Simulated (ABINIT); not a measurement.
# YHSe (P-6m2): making up for missing bands, part 2 of 2

Can a closure trick stand in for empty bands in GW on YHSe (P-6m2)?

ABINIT 10.8.3; LDA and many-body steps on it, plane waves. Known limits of the many-body steps: short of the basis limit; exchange with frozen shells missing; no spin-orbit coupling; coarse k mesh.

So far. Step 3 (Screening, 3×3×4 mesh, 51 bands, screening to 122.5 eV): Local fields lower ε∞ by 9 %. On a Γ-centred mesh this coarse the value itself is usually too large, while a short band sum pulls it down. Step 4 (51 bands): The gap on the mesh goes from 1.36 eV to 2.59 eV, a correction of +1.23 eV.

### 6. 22 bands

This step: G0W0 on LDA, plane waves, norm-conserving pseudopotentials.

run.abi

```
acell 3*1.0 Angstrom
rprim 
  3.840931335803 -0.000000000001 0.000000000000
  -1.920465667901 3.326344110998 0.000000000000
  0.000000000000 0.000000000000 3.915549560000
ntypat 3
znucl 39 1 34
natom 3
typat 1 2 3
xred 
  0.000000000000 0.000000000000 0.000000000000
  0.333333333333 0.666666666667 0.000000000000
  0.666666666667 0.333333333333 0.500000000000
pp_dirpath "pseudos"
pseudos "Y.upf, H.upf, Se.upf"
ecut 39
ngkpt 3 3 4
nshiftk 1
shiftk 0 0 0
kptopt 1
chksymbreak 0
istwfk *1
occopt 1
irdwfk 1
optdriver 4
nband 22
gwcalctyp 0
ecutsigx 39
symsigma 1
nkptgw 2
kptgw 
  0.0000000000 0.0000000000 0.5000000000
  0.0000000000 0.0000000000 0.0000000000
bdgw 
  12 16
  13 17
ecuteps 4.5
irdscr 1
ppmodel 1
indata_prefix "in"
outdata_prefix "out"
tmpdata_prefix "tmp"
```

Run with:

```bash
$ OMP_NUM_THREADS=1 mpirun -n 4 abinit run.abi > log
```

The log of the run:

```text
.Version 10.8.3 of ABINIT. v10.8.2 released Aug 2026.

 Symmetries : space group P-6 m 2 (#187); Bravais hP (primitive hexag.)
[... echo of the input left out ...]
== DATASET  1 ==================================================================
-   mpi_nproc: 4, omp_nthreads: 1 (-1 if OMP is not activated)

--- !DatasetInfo
iteration_state: {dtset: 1, }
dimensions: {natom: 3, nkpt: 9, mband: 22, nsppol: 1, nspinor: 1, nspden: 1, mpw: 3939, }
cutoff_energies: {ecut:  39.0, pawecutdg:  -1.0, }
electrons: {nelect:   2.80000000E+01, charge:   0.00000000E+00, occopt:   1.00000000E+00, tsmear:   1.00000000E-02, }

 SIGMA: Calculation of the GW corrections

 Based on a program developped by R.W. Godby, V. Olevano, G. Onida, and L. Reining.
 Incorporated in ABINIT by V. Olevano, G.-M. Rignanese, and M. Torrent.
.Using double precision arithmetic ; gwpc =  8

[... cell and pseudopotentials left out ...]
--------------------------------------------------------------------------------

 ==== K-mesh for the wavefunctions ====
 Number of points in the irreducible wedge :     9
[... list of points left out ...]
 Together with 12 symmetry operations and time-reversal symmetry
 yields    36 points in the full Brillouin Zone.

 ==== Q-mesh for screening function ====
 Number of points in the irreducible wedge :     9
[... list of points left out ...]
 Together with 12 symmetry operations and time-reversal symmetry
 yields    36 points in the full Brillouin Zone.

 vcoul_init : cutoff-mode = AUXILIARY_FUNCTION
 q-points for optical limit:   1
     1)      0.000010    0.000020    0.000030
 setmesh: FFT mesh size selected  =    36x   36x   45
          total number of points  =        58320

 Number of electrons calculated from density =   28.0000; Expected =   28.0000
[...]
number of omega for Sigma on real axis              0
 max omega for Sigma on real axis  [eV]           0.00
 zcut for avoiding poles [eV]                     0.10

 EPSILON^-1 parameters (SCR file):
 dimension of the eps^-1 matrix on file            151
 dimension of the eps^-1 matrix used               151
 number of plane-waves for wavefunctions          3927
 number of bands                                    22
 number of q-points in IBZ                           9
 number of frequencies                               2
 number of real frequencies                          1
 number of imag frequencies                          1

 matrix elements of self-energy operator (all in [eV])

 Perturbative Calculation

--- !SelfEnergy_ee
iteration_state: {dtset: 1, }
kpoint     : [   0.000,    0.000,    0.500, ]
spin       : 1
KS_gap     :    1.739
QP_gap     :    3.450
Delta_QP_KS:    1.711
data: !SigmaeeData |
     Band     E0 <VxcDFT>   SigX SigC(E0)      Z dSigC/dE  Sig(E)    E-E0       E
       12   5.620 -13.935 -16.856   3.104   0.807  -0.239 -13.787   0.148   5.768
       13   5.620 -13.935 -16.856   3.104   0.807  -0.239 -13.787   0.148   5.768
       14   6.764 -13.307 -15.813   2.969   0.813  -0.230 -12.931   0.376   7.140
[...]
--- !SelfEnergy_ee
iteration_state: {dtset: 1, }
kpoint     : [   0.000,    0.000,    0.000, ]
spin       : 1
KS_gap     :    2.927
QP_gap     :    4.507
Delta_QP_KS:    1.579
data: !SigmaeeData |
     Band     E0 <VxcDFT>   SigX SigC(E0)      Z dSigC/dE  Sig(E)    E-E0       E
[...]
16  10.502 -13.530  -8.376  -2.708   0.815  -0.227 -11.536   1.994  12.497
       17  10.502 -13.530  -8.376  -2.708   0.815  -0.227 -11.536   1.994  12.497

== END DATASET(S) ==============================================================
================================================================================

 -outvars: echo values of variables after computation  --------
           etotal      0.0000000000E+00
            nband          22
             nkpt           9
          spgroup         187
 [... the other variables as echoed above ...]

 Calculation completed.
```

It took 3.8 s on 4 MPI ranks of Intel Xeon Platinum 8375C at 2.90GHz (Ice Lake), shared host; peak memory 0.58 GiB; 14 s of CPU time.

This step gave:

| Quantity | Value |
| --- | --- |
| G0W0 gap on the mesh | 2.799 eV |
| starting gap on the mesh | 1.365 eV |
| k of the valence top | 0, 0, 0.5 |
| k of the conduction bottom | 0, 0, 0 |
| Z at the valence top | 0.813 |
| Z at the conduction bottom | 0.828 |
| least direct G0W0 gap on the computed points | 3.449 eV |

Against G0W0 in ABINIT (3×3×4 mesh, 51 bands, screening to 122.5 eV, Godby-Needs plasmon pole), the gap moves by +0.209 eV.

### 7. Screening, 3×3×4 mesh, 22 bands, screening to 122.5 eV

This step: RPA screening on LDA, plane waves, norm-conserving pseudopotentials.

run.abi: that of step 6 with these lines changed.

```diff
@@ -24,17 +24,10 @@
 irdwfk 1
-optdriver 4
+optdriver 3
 nband 22
-gwcalctyp 0
-ecutsigx 39
-symsigma 1
-nkptgw 2
-kptgw 
-  0.0000000000 0.0000000000 0.5000000000
-  0.0000000000 0.0000000000 0.0000000000
-bdgw 
-  12 16
-  13 17
 ecuteps 4.5
-irdscr 1
-ppmodel 1
+inclvkb 2
+awtr 1
+symchi 1
+gwcomp 1
+gwencomp 1.5
 indata_prefix "in"
```

The log of the run:

```text
.Version 10.8.3 of ABINIT. v10.8.2 released Aug 2026.

 Symmetries : space group P-6 m 2 (#187); Bravais hP (primitive hexag.)
[... echo of the input left out ...]
== DATASET  1 ==================================================================
-   mpi_nproc: 4, omp_nthreads: 1 (-1 if OMP is not activated)

--- !DatasetInfo
iteration_state: {dtset: 1, }
dimensions: {natom: 3, nkpt: 9, mband: 22, nsppol: 1, nspinor: 1, nspden: 1, mpw: 3939, }
cutoff_energies: {ecut:  39.0, pawecutdg:  -1.0, }
[...]
--------------------------------------------------------------------------------
[... chi0 elements left out ...]
 For q-point:  0.000010 0.000020 0.000030
  dielectric constant =  11.3975
  dielectric constant without local fields =  12.4360

  Average fulfillment of the sum rule on Im[epsilon] for q-point    1 :    134.30  [%]
[... wings left out ...]
  q-point number  2        q = ( 0.333333, 0.000000, 0.000000) [r.l.u.]
--------------------------------------------------------------------------------
[... chi0 elements left out ...]
  Average fulfillment of the sum rule on Im[epsilon] for q-point    2 :    146.73  [%]

 [... 7 further q-points ...]
```

Elapsed: 9.2 s, on 4 MPI ranks; peak memory 0.53 GiB; 36 s of CPU time.

Numbers from this step:

- ε∞ with local fields, on this mesh: 11.40
- ε∞ without local fields, on this mesh: 12.44
- plasma frequency: 27.78 eV
- plane waves in the screening matrix: 151

### 8. 22 bands, completed

This step: G0W0 on LDA, plane waves, norm-conserving pseudopotentials.

run.abi: that of step 7 with these lines changed.

```diff
@@ -24,8 +24,17 @@
 irdwfk 1
-optdriver 3
+optdriver 4
 nband 22
+gwcalctyp 0
+ecutsigx 39
+symsigma 1
+nkptgw 2
+kptgw 
+  0.0000000000 0.0000000000 0.5000000000
+  0.0000000000 0.0000000000 0.0000000000
+bdgw 
+  12 16
+  13 17
 ecuteps 4.5
-inclvkb 2
-awtr 1
-symchi 1
+irdscr 1
+ppmodel 1
 gwcomp 1
```

The log of the run:

```text
.Version 10.8.3 of ABINIT. v10.8.2 released Aug 2026.

 Symmetries : space group P-6 m 2 (#187); Bravais hP (primitive hexag.)
[... echo of the input left out ...]
== DATASET  1 ==================================================================
-   mpi_nproc: 4, omp_nthreads: 1 (-1 if OMP is not activated)

--- !DatasetInfo
iteration_state: {dtset: 1, }
dimensions: {natom: 3, nkpt: 9, mband: 22, nsppol: 1, nspinor: 1, nspden: 1, mpw: 3939, }
cutoff_energies: {ecut:  39.0, pawecutdg:  -1.0, }
[...]
Band     E0 <VxcDFT>   SigX SigC(E0)      Z dSigC/dE  Sig(E)    E-E0       E
[...]
16  10.502 -13.530  -8.376  -4.192   0.829  -0.206 -12.733   0.798  11.300
       17  10.502 -13.530  -8.376  -4.192   0.829  -0.206 -12.733   0.798  11.300

== END DATASET(S) ==============================================================
================================================================================

 -outvars: echo values of variables after computation  --------
           etotal      0.0000000000E+00
            nband          22
             nkpt           9
          spgroup         187
 [... the other variables as echoed above ...]

 Calculation completed.
```

Run time: 4 s. Hardware: 4 MPI ranks; peak memory 0.55 GiB; 15 s of CPU time.

This step gave:

| Property | Result |
| --- | --- |
| G0W0 gap on the mesh | 2.717 eV |
| starting gap on the mesh | 1.365 eV |
| k of the valence top | 0, 0, 0.5 |
| k of the conduction bottom | 0, 0, 0 |
| least direct G0W0 gap on the computed points | 3.286 eV |

Against G0W0 in ABINIT (3×3×4 mesh, 51 bands, screening to 122.5 eV, Godby-Needs plasmon pole), the gap moves by +0.127 eV.

### 9. Screening, 3×3×4 mesh, 27 bands, screening to 122.5 eV

This step: RPA screening on LDA, plane waves, norm-conserving pseudopotentials.

run.abi: that of step 8 with these lines changed.

```diff
@@ -24,19 +24,8 @@
 irdwfk 1
-optdriver 4
-nband 22
-gwcalctyp 0
-ecutsigx 39
-symsigma 1
-nkptgw 2
-kptgw 
-  0.0000000000 0.0000000000 0.5000000000
-  0.0000000000 0.0000000000 0.0000000000
-bdgw 
-  12 16
-  13 17
+optdriver 3
+nband 27
 ecuteps 4.5
-irdscr 1
-ppmodel 1
-gwcomp 1
-gwencomp 1.5
+inclvkb 2
+awtr 1
+symchi 1
 indata_prefix "in"
```

The log of the run:

```text
.Version 10.8.3 of ABINIT. v10.8.2 released Aug 2026.

 Symmetries : space group P-6 m 2 (#187); Bravais hP (primitive hexag.)
[... echo of the input left out ...]
== DATASET  1 ==================================================================
-   mpi_nproc: 4, omp_nthreads: 1 (-1 if OMP is not activated)

--- !DatasetInfo
iteration_state: {dtset: 1, }
dimensions: {natom: 3, nkpt: 9, mband: 27, nsppol: 1, nspinor: 1, nspden: 1, mpw: 3939, }
cutoff_energies: {ecut:  39.0, pawecutdg:  -1.0, }
[...]
--------------------------------------------------------------------------------
[... chi0 elements left out ...]
 For q-point:  0.000010 0.000020 0.000030
  dielectric constant =  11.3574
  dielectric constant without local fields =  12.5988

  Average fulfillment of the sum rule on Im[epsilon] for q-point    1 :     22.16  [%]
[... wings left out ...]
  q-point number  2        q = ( 0.333333, 0.000000, 0.000000) [r.l.u.]
--------------------------------------------------------------------------------
[... chi0 elements left out ...]
  Average fulfillment of the sum rule on Im[epsilon] for q-point    2 :     40.85  [%]

 [... 7 further q-points ...]
```

Run time: 5.8 s. Hardware: 4 MPI ranks; peak memory 0.5 GiB; 22 s of CPU time.

Read from the output:

- ε∞ with local fields, on this mesh: 11.36
- ε∞ without local fields, on this mesh: 12.60
- plasma frequency: 27.78 eV
- plane waves in the screening matrix: 151

### 10. 27 bands

This step: G0W0 on LDA, plane waves, norm-conserving pseudopotentials.

run.abi: that of step 9 with these lines changed.

```diff
@@ -24,8 +24,17 @@
 irdwfk 1
-optdriver 3
+optdriver 4
 nband 27
+gwcalctyp 0
+ecutsigx 39
+symsigma 1
+nkptgw 2
+kptgw 
+  0.0000000000 0.0000000000 0.5000000000
+  0.0000000000 0.0000000000 0.0000000000
+bdgw 
+  12 16
+  13 17
 ecuteps 4.5
-inclvkb 2
-awtr 1
-symchi 1
+irdscr 1
+ppmodel 1
 indata_prefix "in"
```

The log of the run:

```text
.Version 10.8.3 of ABINIT. v10.8.2 released Aug 2026.

 Symmetries : space group P-6 m 2 (#187); Bravais hP (primitive hexag.)
[... echo of the input left out ...]
== DATASET  1 ==================================================================
-   mpi_nproc: 4, omp_nthreads: 1 (-1 if OMP is not activated)

--- !DatasetInfo
iteration_state: {dtset: 1, }
dimensions: {natom: 3, nkpt: 9, mband: 27, nsppol: 1, nspinor: 1, nspden: 1, mpw: 3939, }
cutoff_energies: {ecut:  39.0, pawecutdg:  -1.0, }
[...]
Band     E0 <VxcDFT>   SigX SigC(E0)      Z dSigC/dE  Sig(E)    E-E0       E
[...]
16  10.502 -13.530  -8.376  -3.134   0.812  -0.231 -11.890   1.640  12.143
       17  10.502 -13.530  -8.376  -3.134   0.812  -0.231 -11.890   1.640  12.143

== END DATASET(S) ==============================================================
================================================================================

 -outvars: echo values of variables after computation  --------
           etotal      0.0000000000E+00
            nband          27
             nkpt           9
          spgroup         187
 [... the other variables as echoed above ...]

 Calculation completed.
```

Elapsed: 3.9 s, on 4 MPI ranks; peak memory 0.58 GiB; 15 s of CPU time.

Numbers from this step:

* G0W0 gap on the mesh: 2.660 eV
* starting gap on the mesh: 1.365 eV
* k of the valence top: 0, 0, 0.5
* k of the conduction bottom: 0, 0, 0
* least direct G0W0 gap on the computed points: 3.366 eV

Against G0W0 in ABINIT (3×3×4 mesh, 51 bands, screening to 122.5 eV, Godby-Needs plasmon pole), the gap moves by +0.070 eV.

### 11. Screening, 3×3×4 mesh, 27 bands, screening to 122.5 eV

This step: RPA screening on LDA, plane waves, norm-conserving pseudopotentials.

run.abi: that of step 10 with these lines changed.

```diff
@@ -24,17 +24,10 @@
 irdwfk 1
-optdriver 4
+optdriver 3
 nband 27
-gwcalctyp 0
-ecutsigx 39
-symsigma 1
-nkptgw 2
-kptgw 
-  0.0000000000 0.0000000000 0.5000000000
-  0.0000000000 0.0000000000 0.0000000000
-bdgw 
-  12 16
-  13 17
 ecuteps 4.5
-irdscr 1
-ppmodel 1
+inclvkb 2
+awtr 1
+symchi 1
+gwcomp 1
+gwencomp 3
 indata_prefix "in"
```

The log of the run:

```text
.Version 10.8.3 of ABINIT. v10.8.2 released Aug 2026.

 Symmetries : space group P-6 m 2 (#187); Bravais hP (primitive hexag.)
[... echo of the input left out ...]
== DATASET  1 ==================================================================
-   mpi_nproc: 4, omp_nthreads: 1 (-1 if OMP is not activated)

--- !DatasetInfo
iteration_state: {dtset: 1, }
dimensions: {natom: 3, nkpt: 9, mband: 27, nsppol: 1, nspinor: 1, nspden: 1, mpw: 3939, }
cutoff_energies: {ecut:  39.0, pawecutdg:  -1.0, }
[...]
--------------------------------------------------------------------------------
[... chi0 elements left out ...]
 For q-point:  0.000010 0.000020 0.000030
  dielectric constant =  11.4197
  dielectric constant without local fields =  12.5988

  Average fulfillment of the sum rule on Im[epsilon] for q-point    1 :    191.25  [%]
[... wings left out ...]
  q-point number  2        q = ( 0.333333, 0.000000, 0.000000) [r.l.u.]
--------------------------------------------------------------------------------
[... chi0 elements left out ...]
  Average fulfillment of the sum rule on Im[epsilon] for q-point    2 :    183.25  [%]

 [... 7 further q-points ...]
```

Wall time 12 s (4 MPI ranks); peak memory 0.54 GiB; 47 s of CPU time.

This step gave:

```
ε∞ with local fields, on this mesh    : 11.42
ε∞ without local fields, on this mesh : 12.60
plasma frequency                      : 27.78 eV
plane waves in the screening matrix   : 151
```

### 12. 27 bands, completed

This step: G0W0 on LDA, plane waves, norm-conserving pseudopotentials.

run.abi: that of step 11 with these lines changed.

```diff
@@ -24,8 +24,17 @@
 irdwfk 1
-optdriver 3
+optdriver 4
 nband 27
+gwcalctyp 0
+ecutsigx 39
+symsigma 1
+nkptgw 2
+kptgw 
+  0.0000000000 0.0000000000 0.5000000000
+  0.0000000000 0.0000000000 0.0000000000
+bdgw 
+  12 16
+  13 17
 ecuteps 4.5
-inclvkb 2
-awtr 1
-symchi 1
+irdscr 1
+ppmodel 1
 gwcomp 1
```

The log of the run:

```text
.Version 10.8.3 of ABINIT. v10.8.2 released Aug 2026.

 Symmetries : space group P-6 m 2 (#187); Bravais hP (primitive hexag.)
[... echo of the input left out ...]
== DATASET  1 ==================================================================
-   mpi_nproc: 4, omp_nthreads: 1 (-1 if OMP is not activated)

--- !DatasetInfo
iteration_state: {dtset: 1, }
dimensions: {natom: 3, nkpt: 9, mband: 27, nsppol: 1, nspinor: 1, nspden: 1, mpw: 3939, }
cutoff_energies: {ecut:  39.0, pawecutdg:  -1.0, }
[...]
Band     E0 <VxcDFT>   SigX SigC(E0)      Z dSigC/dE  Sig(E)    E-E0       E
[...]
16  10.502 -13.530  -8.376  -3.872   0.817  -0.224 -12.483   1.048  11.550
       17  10.502 -13.530  -8.376  -3.872   0.817  -0.224 -12.483   1.048  11.550

== END DATASET(S) ==============================================================
================================================================================

 -outvars: echo values of variables after computation  --------
           etotal      0.0000000000E+00
            nband          27
             nkpt           9
          spgroup         187
 [... the other variables as echoed above ...]

 Calculation completed.
```

Wall time 4.1 s (4 MPI ranks); peak memory 0.58 GiB.

Read from the output:

```yaml
g0w0_gap_on_the_mesh: 2.629 eV
starting_gap_on_the_mesh: 1.365 eV
k_of_the_valence_top: 0, 0, 0.5
k_of_the_conduction_bottom: 0, 0, 0
least_direct_g0w0_gap_on_the_computed_points: 3.281 eV
```

Against G0W0 in ABINIT (3×3×4 mesh, 51 bands, screening to 122.5 eV, Godby-Needs plasmon pole), the gap moves by +0.039 eV.

### 13. Side by side

Times are wall times on 4 MPI ranks of Intel Xeon Platinum 8375C at 2.90GHz (Ice Lake), shared host, good to a factor of about two. A run's time includes the screening step that it read.

| run | mesh | bands | screening cutoff (eV) | DFT gap (eV) | gap on the mesh (eV) | direct (eV) | ε∞ used | time |
| --- | --- | --- | --- | --- | --- | --- | --- | --- |
| 51 bands | 3×3×4 | 51 | 122.5 | 1.365 | 2.590 | 3.270 | 11.44 | 19 s |
| 22 bands | 3×3×4 | 22 | 122.5 | 1.365 | 2.799 | 3.449 | 11.27 | 8.2 s |
| 22 bands, completed | 3×3×4 | 22 | 122.5 | 1.365 | 2.717 | 3.286 | 11.40 | 13 s |
| 27 bands | 3×3×4 | 27 | 122.5 | 1.365 | 2.660 | 3.366 | 11.36 | 9.7 s |
| 27 bands, completed | 3×3×4 | 27 | 122.5 | 1.365 | 2.629 | 3.281 | 11.42 | 16 s |

### 14. What came out

* 51 bands: 2.590 eV
* 22 bands: 2.799 eV
* 22 bands, completed: 2.717 eV
* 27 bands: 2.660 eV
* 27 bands, completed: 2.629 eV

What this shows: 22 bands: +0.209 eV against 51 bands. 22 bands, completed: +0.127 eV against 51 bands. 27 bands: +0.070 eV against 51 bands. 27 bands, completed: +0.039 eV against 51 bands. The row with most bands is itself short of the limit, so it is no exact reference, and agreement of a truncated run with it can be a cancellation between the edges. The 3×3×4 mesh is coarse for this cell, which bears on the long-range parts of exchange and screening. The norm-conserving file of at least one element keeps a d shell over frozen s and p shells of the same row. Exchange with those shells is missing from the self-energy, an error of 0.3 to 0.9 eV in cases checked, whose sign depends on which edge lies on those atoms. The many-body steps are scalar-relativistic: spin-orbit coupling is not in them.

[Long decimals in the printed logs are rounded to 6 places.]

[Logs are printed without paths, hosts, clocks, repeated set-up lines and the standing remarks that a program may print on its own settings, such as how far it seeks lower states.]

[Paths, hosts, dates, memory and timing lines, banners, echoed tables and standing remarks are left out of the program output; an Ansatz launch command may be rebuilt from the run's recorded settings. Measured values are a selection of at most five: reports struck by readers or far from the other reports are left out. None is set beside runs whose start may be inverted or whose files or cutoffs have a known fault.]

[Runs of the session that timed out or met a known fault of the program may be left out.]

[Hosts, paths, dates, database ids (printed as entryN), source tags and the programs' standing remarks are cut or masked in the printed files.]

[G0W0 gaps are taken among the corrected bands and points alone; a level outside them can change the order at an edge.]

[Where Ansatz stands beside ABINIT at settings called matched, ABINIT's density can come from a denser mesh and the files from another edition; pairs whose starting gaps differed by over 0.03 eV were left out, so agreement reads better than it is.]
